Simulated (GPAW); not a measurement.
**Mg2NCl (R-3m): one start, several treatments of the self-energy**

How much does the gap of Mg2NCl (R-3m) depend on the approximation to the self-energy?

Calculated with GPAW 26.7.0; LDA and many-body steps on it, plane waves.

## Step 1: Starting point

It takes space group R-3m (No. 166, trigonal). Conventional cell: a = 3.321 Å, b = 3.321 Å, c = 18.009 Å, α = 90.00°, β = 90.00°, γ = 120.00°. Mg has 3 N at 2.17 Å and 3 Cl at 2.76 Å and 3 Mg at 2.79 Å nearest. Nearest to N lie 6 Mg at 2.17 Å. Nearest to Cl lie 6 Mg at 2.76 Å. Farther neighbours and most contacts between anions are not listed.

Coordinates:

```xyz
4
Lattice="1.6607 0.9588 6.0030 -1.6607 0.9588 6.0030 0.0000 -1.9176 6.0030" Properties=species:S:1:pos:R:3 pbc="T T T"
Mg    0.0000    0.0000    4.0127
Mg    0.0000    0.0000   13.9963
N     0.0000    0.0000    9.0045
Cl    0.0000    0.0000    0.0000
```

The cell and positions are those that the Materials Project relaxed with its own functionals (PBE, PBE+U or r2SCAN), kept fixed.

## Step 2: Empty states on the mesh, 4×4×4 mesh, 273 bands

This step: GPAW 26.7.0; DFT, LDA, plane waves, PAW.

The sums over transitions need many empty states on a uniform mesh; this step solves for them.

Contents of run.py:

```python
import json
import numpy as np
from gpaw.mpi import world
from gpaw import GPAW

calc = GPAW('gs.gpw').fixed_density(kpts={'size': (4, 4, 4), 'gamma': True},
    parallel={'domain': 1, 'band': 1},
    txt='nscf.txt')
calc.diagonalize_full_hamiltonian(nbands=273)
calc.write('full.gpw', mode='all')
res = {}
kpts = calc.get_ibz_k_points()
res['kpts'] = kpts
res['eigenvalues'] = [calc.get_eigenvalues(kpt=k) for k in range(len(kpts))]
res['n_electrons'] = calc.get_number_of_electrons()

if world.rank == 0:
    with open('result.json', 'w') as f:
        json.dump(res, f, default=lambda x: x.tolist())
```

Launch:

```
mpirun -n 4 gpaw python run.py
```

Numbers of over 12 decimals in the logs are rounded to 6 here.

Log:

```text
Diagonalizing LCAO Hamiltonian
Converting LCAO to pw mode
convergence criteria:
- Maximum integral of absolute [eigenst]ate change: 4e-08 eV^2 / valence electron
maximum number of iterations: 100

SCF iterations
|iter     |     time |      energy | eigst |  dens |
|iter:   1|  |             | +0.97 |       |
|iter:   2|  |             | -0.03 |       |
|iter:   3|  |             | -0.95 |       |
[...]
|iter:  10|  |             | -6.22 |       |
|iter:  11|  |             | -7.10 |       |
|iter:  12|  |             | -7.51c|       |
SCF steps: 12
  __  _  _
 | _ |_)|_||  |
 |__||  | ||/\| - 26.7.0

Input parameters:
  mode=PW(ecut=600.0),
  convergence={'density': 1e-06, 'bands': -3},
  gpts=array([36, 36, 36]),
  kpts=MonkhorstPack(size=(4, 4, 4), gamma=True),
  maxiter=100,
  nbands=24,
  occupations=Occupations(name='fermi-dirac', width=0.001, fixmagmom=False),
  parallel={'domain': 1, 'band': 1},
  xc=XC(name='LDA')
Matrix size: 1961x1961
# Writing to full.gpw (mode='all')
  [... matrices ...]

timing:  # [seconds]
  Total: 40.807  # ━━━━━━━━━━━━━━━━━━━━━━━━━━━━━━━━━━━━━━━━━━━━━━━━━━━━━━━━━━
```

Wall time 54 s (4 MPI ranks of Arm Neoverse V1, shared host); peak memory 2.1 GiB; 3.6 min of CPU time.

This step gave:

```yaml
gap: 2.164 eV
k_of_the_valence_top: 0, 0, 0
k_of_the_conduction_bottom: 0, 0, 0
least_direct_gap: 2.164 eV
k_points_computed: 13
lowest_point_of_the_top_converged_band_above_the_valence_top: 145.6306 eV
```

On this mesh the gap is 2.164 eV.

## Step 3: G0W0, Godby-Needs plasmon pole

Now the one-shot GW correction: screening in the RPA, then the self-energy of the levels asked for.

This step: G0W0 on LDA, plane waves, PAW.

Contents of run.py:

```python
import json
import numpy as np
from gpaw.mpi import world
from gpaw.response.g0w0 import G0W0

gw = G0W0('full.gpw',
    filename='gw',
    kpts=[0],
    bands=(14, 18),
    ecut=96,
    nbands=122,
    integrate_gamma='WS',
    ppa=True)
gw.calculate()
res = {mode: {k: v for k, v in r.items() if k != 'sigma_eskwn'}
       for mode, r in gw.all_results.items()}

if world.rank == 0:
    with open('result.json', 'w') as f:
        json.dump(res, f, default=lambda x: x.tolist())
```

Launch:

```
mpirun -n 4 gpaw python run.py
```

Log:

```text
Using integrator: PointIntegrator
FrequencyGridDescriptor(from 0.000+0.000j to 0.000+27.211j eV, 2 points)
Nonperiodic BCs:  [False False False]
Using integrator: PointIntegrator
FrequencyGridDescriptor(from 0.000+0.000j to 0.000+27.211j eV, 2 points)
Nonperiodic BCs:  [False False False]
  ___  _ _ _
 |   || | | |
 | | || | | |
 |__ ||_____|
 |___|

BZ k-points: Symmetries present (total): 12

  [... matrices ...]
64 k-points: 4 x 4 x 4 Monkhorst-Pack grid + [1/8,1/8,1/8]
13 k-points in the irreducible part of the Brillouin zone
       k-points in crystal coordinates                weights
   0:     0.00000000    0.00000000    0.00000000          1/64
   1:     0.25000000    0.00000000   -0.25000000          6/64
   2:     0.25000000    0.00000000    0.00000000          6/64
   3:     0.25000000    0.25000000   -0.25000000          6/64
   4:     0.25000000    0.25000000    0.00000000          6/64
   5:     0.25000000    0.25000000    0.25000000          2/64
   6:     0.50000000    0.00000000    0.00000000          3/64
   7:     0.50000000    0.25000000   -0.25000000          6/64
   8:     0.50000000    0.25000000    0.00000000         12/64
   9:     0.50000000    0.25000000    0.25000000          6/64
          ...
  12:     0.50000000    0.50000000    0.50000000          1/64

Distributing spins, k-points and bands (1 x 1 x 4) over 4 processes
Number of blocks: 1

Quasi particle states:
k-points (IBZ indices): [0]
Band range: (14, 18)
  [... matrices ...]
Computational parameters:
Plane wave cut-off: 96 eV
Number of bands: 122
Coulomb cutoff: None
Broadening: 0.1 eV

fxc modes: GW
Kernel: RPA
Using Godby-Needs plasmon-pole approximation:
  Fitting energy: i*E0, E0 = 1.000 Hartree
Summing all q:

Calculating screened Coulomb potential
No Coulomb truncation
FrequencyGridDescriptor(from 0.000+0.000j to 0.000+27.211j eV, 2 points)
Removing empty qpoint cache files...

Calculating chi0 body with:
    Ground state adapter containing:
    Number of spins: 1
    Number of kpoints: 64
    Number of irreducible kpoints: 13
    Number of completely occupied states: 16
    Number of partially occupied states: 16
    Occupied states memory: 11.390625 M / cpu

    Linear response parametrization:
    q_c: [0.0, 0.0, 0.0]
    Number of frequency points: 2
    Planewave cutoff: 96.0
    Number of bands: 122
    Number of planewaves: 129
    Broadening (eta): 1e-06
    comm.size: 4
    kncomm.size: 4
    blockcomm.size: 1

    Memory estimate of potentially large arrays:
        chi0_wGG: 0.507843 M / cpu
Integrating chi0 body.

Symmetries of q_c:
    Direct symmetries (Uq -> q): 12
    Indirect symmetries (TUq -> q): 0
In total 12 allowed symmetries.

  [... matrices ...]
13 groups of equivalent kpoints. 79.6875% reduction.

Integral kind: response function
Integrating chi0 head and wings.

Symmetries of q_c:
    Direct symmetries (Uq -> q): 12
    Indirect symmetries (TUq -> q): 0
In total 12 allowed symmetries.

  [... matrices ...]
13 groups of equivalent kpoints. 79.6875% reduction.

Integral kind: response function wings

Calculating chi0 body with:
    Ground state adapter containing:
    Number of spins: 1
    Number of kpoints: 64
    Number of irreducible kpoints: 13
    Number of completely occupied states: 16
    Number of partially occupied states: 16
    Occupied states memory: 11.390625 M / cpu

    Linear response parametrization:
[... the further q-points ...]

Results:
f:      Occupation numbers
eps:     KS-eigenvalues [eV]
vxc:     KS vxc [eV]
exx:     Exact exchange [eV]
sigma:   Self-energies [eV]
dsigma:  Self-energy derivatives
Z:       Renormalization factors
qp:      QP-energies [eV]

k-point 0 (0): (0.000, 0.000, 0.000)                GW
band       f     eps     vxc     exx   sigma  dsigma       Z      qp
                                                                   GW
  14   1.000   4.869 -17.169 -20.780   3.147  -0.296   0.771   4.511
  15   1.000   4.869 -17.169 -20.780   3.147  -0.296   0.771   4.511
  16   0.000   7.034 -13.288  -8.785  -3.386  -0.216   0.822   7.953
  17   0.000  10.107 -11.702  -6.502  -3.994  -0.210   0.827  11.104
```

The job ended after 3.2 min (4 MPI ranks; peak memory 2.1 GiB; 13 min of CPU time).

This step gave:

- G0W0 gap on the points computed: 3.441 eV
- least direct G0W0 gap on the computed points: 3.441 eV
- Z at the valence top: 0.7715
- Z at the conduction bottom: 0.8224
- starting gap on the mesh: 2.164 eV
- k of the valence top: 0, 0, 0
- k of the conduction bottom: 0, 0, 0

The gap on the mesh goes from 2.16 eV to 3.44 eV, a correction of +1.28 eV.

## Step 4: One-shot HSE06

This step: one-shot HSE06 levels on LDA orbitals, plane waves, PAW.

Contents of run.py:

```python
import json
import numpy as np
from gpaw.mpi import world
from gpaw.hybrids.eigenvalues import non_self_consistent_eigenvalues

dft, vxc, vxc_hyb = non_self_consistent_eigenvalues('full.gpw', 'HSE06', 14, 18, kpt_indices=[0])
res = {'dft': dft[0], 'hybrid': (dft - vxc + vxc_hyb)[0]}
if world.rank == 0:
    with open('hybrid.txt', 'w') as f:
        for k, e0, e1 in zip([0], res['dft'], res['hybrid']):
            print(k, ' '.join(f'{x:9.4f}' for x in e0), '|', ' '.join(f'{x:9.4f}' for x in e1), file=f)

if world.rank == 0:
    with open('result.json', 'w') as f:
        json.dump(res, f, default=lambda x: x.tolist())
```

Launch:

```
mpirun -n 4 gpaw python run.py
```

Log:

```text
builder.py:213: UserWarning: The angles between your unit-cell vectors are 30.6, 30.6 and 30.6 degrees.  Results may be wrong!  Please Niggli-reduce your unit-cell so that the angles are closer to 90 degrees:

  from ase.build import niggli_reduce
  niggli_reduce(atoms)
  [... matrices ...]
  warnings.warn(
builder.py:213: UserWarning: The angles between your unit-cell vectors are 30.6, 30.6 and 30.6 degrees.  Results may be wrong!  Please Niggli-reduce your unit-cell so that the angles are closer to 90 degrees:

  from ase.build import niggli_reduce
  niggli_reduce(atoms)
  [... matrices ...]
  warnings.warn(
builder.py:213: UserWarning: The angles between your unit-cell vectors are 30.6, 30.6 and 30.6 degrees.  Results may be wrong!  Please Niggli-reduce your unit-cell so that the angles are closer to 90 degrees:

  from ase.build import niggli_reduce
  niggli_reduce(atoms)
  [... matrices ...]
  warnings.warn(
builder.py:213: UserWarning: The angles between your unit-cell vectors are 30.6, 30.6 and 30.6 degrees.  Results may be wrong!  Please Niggli-reduce your unit-cell so that the angles are closer to 90 degrees:

  from ase.build import niggli_reduce
  niggli_reduce(atoms)
  [... matrices ...]
  warnings.warn(
IBZ(<points: 13, symmetries: 12>)
Occupied bands: 16
Transforming wave functions from IBZ to BZ: 0.047 seconds
Distributing wave functions and iFFT-ing to real space: 0.503 seconds
Calculating eigenvalues:
  k-points: 1
  Bands: 14-17 (inclusive)
  Seconds: 1.190 (wave-function broadcasting: 0.006 seconds)
HSE06-eigenvalue shifts:
  min: -0.729 eV
  ave: 0.014 eV
  max: 0.834 eV
```

The job ended after 5.1 s (4 MPI ranks; peak memory 1.5 GiB).

Numbers from this step:

```
starting gap on the mesh                       : 2.164 eV
hybrid gap on the mesh                         : 3.573 eV
least direct hybrid gap on the computed points : 3.573 eV
```

## Step 5: G0W0, extrapolated in the cutoff

This step: G0W0 on LDA, plane waves, PAW.

Contents of run.py:

```python
import json
import numpy as np
from gpaw.mpi import world
from gpaw.response.g0w0 import G0W0

gw = G0W0('full.gpw',
    filename='gw',
    kpts=[0],
    bands=(14, 18),
    ecut=160.0,
    integrate_gamma='WS',
    ppa=True,
    ecut_extrapolation=True)
gw.calculate()
res = {mode: {k: v for k, v in r.items() if k != 'sigma_eskwn'}
       for mode, r in gw.all_results.items()}

if world.rank == 0:
    with open('result.json', 'w') as f:
        json.dump(res, f, default=lambda x: x.tolist())
```

Launch:

```
mpirun -n 4 gpaw python run.py
```

Log:

```text
Using integrator: PointIntegrator
FrequencyGridDescriptor(from 0.000+0.000j to 0.000+27.211j eV, 2 points)
Nonperiodic BCs:  [False False False]
Using integrator: PointIntegrator
FrequencyGridDescriptor(from 0.000+0.000j to 0.000+27.211j eV, 2 points)
Nonperiodic BCs:  [False False False]
  ___  _ _ _
 |   || | | |
 | | || | | |
 |__ ||_____|
 |___|

BZ k-points: Symmetries present (total): 12

  [... matrices ...]
64 k-points: 4 x 4 x 4 Monkhorst-Pack grid + [1/8,1/8,1/8]
13 k-points in the irreducible part of the Brillouin zone
       k-points in crystal coordinates                weights
   0:     0.00000000    0.00000000    0.00000000          1/64
   1:     0.25000000    0.00000000   -0.25000000          6/64
   2:     0.25000000    0.00000000    0.00000000          6/64
[...]
9:     0.50000000    0.25000000    0.25000000          6/64
          ...
  12:     0.50000000    0.50000000    0.50000000          1/64

Distributing spins, k-points and bands (1 x 1 x 4) over 4 processes
Number of blocks: 1

Quasi particle states:
k-points (IBZ indices): [0]
Band range: (14, 18)
  [... matrices ...]
Computational parameters:
Extrapolating to infinite plane wave cut-off using points at:
  137.884 eV
  147.917 eV
  160.000 eV
Number of bands: 263
Coulomb cutoff: None
Broadening: 0.1 eV

fxc modes: GW
Kernel: RPA
Using Godby-Needs plasmon-pole approximation:
  Fitting energy: i*E0, E0 = 1.000 Hartree
Summing all q:

Calculating screened Coulomb potential
No Coulomb truncation
FrequencyGridDescriptor(from 0.000+0.000j to 0.000+27.211j eV, 2 points)
Removing empty qpoint cache files...

Calculating chi0 body with:
    Ground state adapter containing:
    Number of spins: 1
    Number of kpoints: 64
    Number of irreducible kpoints: 13
[...]
Number of partially occupied states: 16
    Occupied states memory: 11.390625 M / cpu

    Linear response parametrization:
    q_c: [0.0, 0.0, 0.0]
    Number of frequency points: 2
    Planewave cutoff: 160.0
    Number of bands: 263
    Number of planewaves: 277
    Broadening (eta): 1e-06
    comm.size: 4
    kncomm.size: 4
    blockcomm.size: 1

    Memory estimate of potentially large arrays:
        chi0_wGG: 2.341583 M / cpu
Integrating chi0 body.

Symmetries of q_c:
    Direct symmetries (Uq -> q): 12
    Indirect symmetries (TUq -> q): 0
In total 12 allowed symmetries.

  [... matrices ...]
13 groups of equivalent kpoints. 79.6875% reduction.

Integral kind: response function
Integrating chi0 head and wings.

Symmetries of q_c:
    Direct symmetries (Uq -> q): 12
    Indirect symmetries (TUq -> q): 0
In total 12 allowed symmetries.

  [... matrices ...]
13 groups of equivalent kpoints. 79.6875% reduction.

Integral kind: response function wings

Calculating chi0 body with:
    Ground state adapter containing:
    Number of spins: 1
    Number of kpoints: 64
    Number of irreducible kpoints: 13
    Number of completely occupied states: 16
    Number of partially occupied states: 16
    Occupied states memory: 11.390625 M / cpu

    Linear response parametrization:
[... the further q-points ...]
Extrapolating selfenergy to infinite energy cutoff:
  Performing linear fit to 3 points
  Minimum R^2 = 0.9885. (R^2 Should be close to 1)
  [... matrices ...]
Results:
f:      Occupation numbers
eps:     KS-eigenvalues [eV]
vxc:     KS vxc [eV]
exx:     Exact exchange [eV]
sigma:   Self-energies [eV]
dsigma:  Self-energy derivatives
Z:       Renormalization factors
qp:      QP-energies [eV]

k-point 0 (0): (0.000, 0.000, 0.000)                GW
band       f     eps     vxc     exx   sigma  dsigma       Z      qp
                                                                   GW
  14   1.000   4.869 -17.169 -20.780   2.433  -0.306   0.766   3.967
  15   1.000   4.869 -17.169 -20.780   2.433  -0.306   0.766   3.967
  16   0.000   7.034 -13.288  -8.785  -3.724  -0.222   0.818   7.672
  17   0.000  10.107 -11.702  -6.502  -4.273  -0.215   0.823  10.870
```

Elapsed: 10 min, on 4 MPI ranks; peak memory 2.6 GiB; 41 min of CPU time.

This step gave:

| Item | Value |
| --- | --- |
| quasiparticle gap on the points computed | 3.704 eV |
| least direct quasiparticle gap on the computed points | 3.704 eV |
| Z at the valence top | 0.7656 |
| Z at the conduction bottom | 0.8183 |
| starting gap on the mesh | 2.164 eV |
| k of the valence top | 0, 0, 0 |
| k of the conduction bottom | 0, 0, 0 |
| gaps at the cutoffs of the extrapolation | 3.544, 3.560, 3.576 eV |

Against G0W0 in GPAW (4×4×4 mesh, 122 bands, screening to 96 eV, Godby-Needs plasmon pole), the gap moves by +0.263 eV.

(Continued in part 2 of 2.)

[Paths, hosts, dates, memory and timing lines, banners, echoed tables and standing remarks are left out of the program output.]

[Logs are printed without paths, hosts, clocks, repeated set-up lines and the standing remarks that a program may print on its own settings, such as how far it seeks lower states.]

[Runs of the session that timed out or met a known fault of the program may be left out.]

[Hosts, paths, dates, database ids (printed as entryN), source tags and the programs' standing remarks are cut or masked in the printed files.]
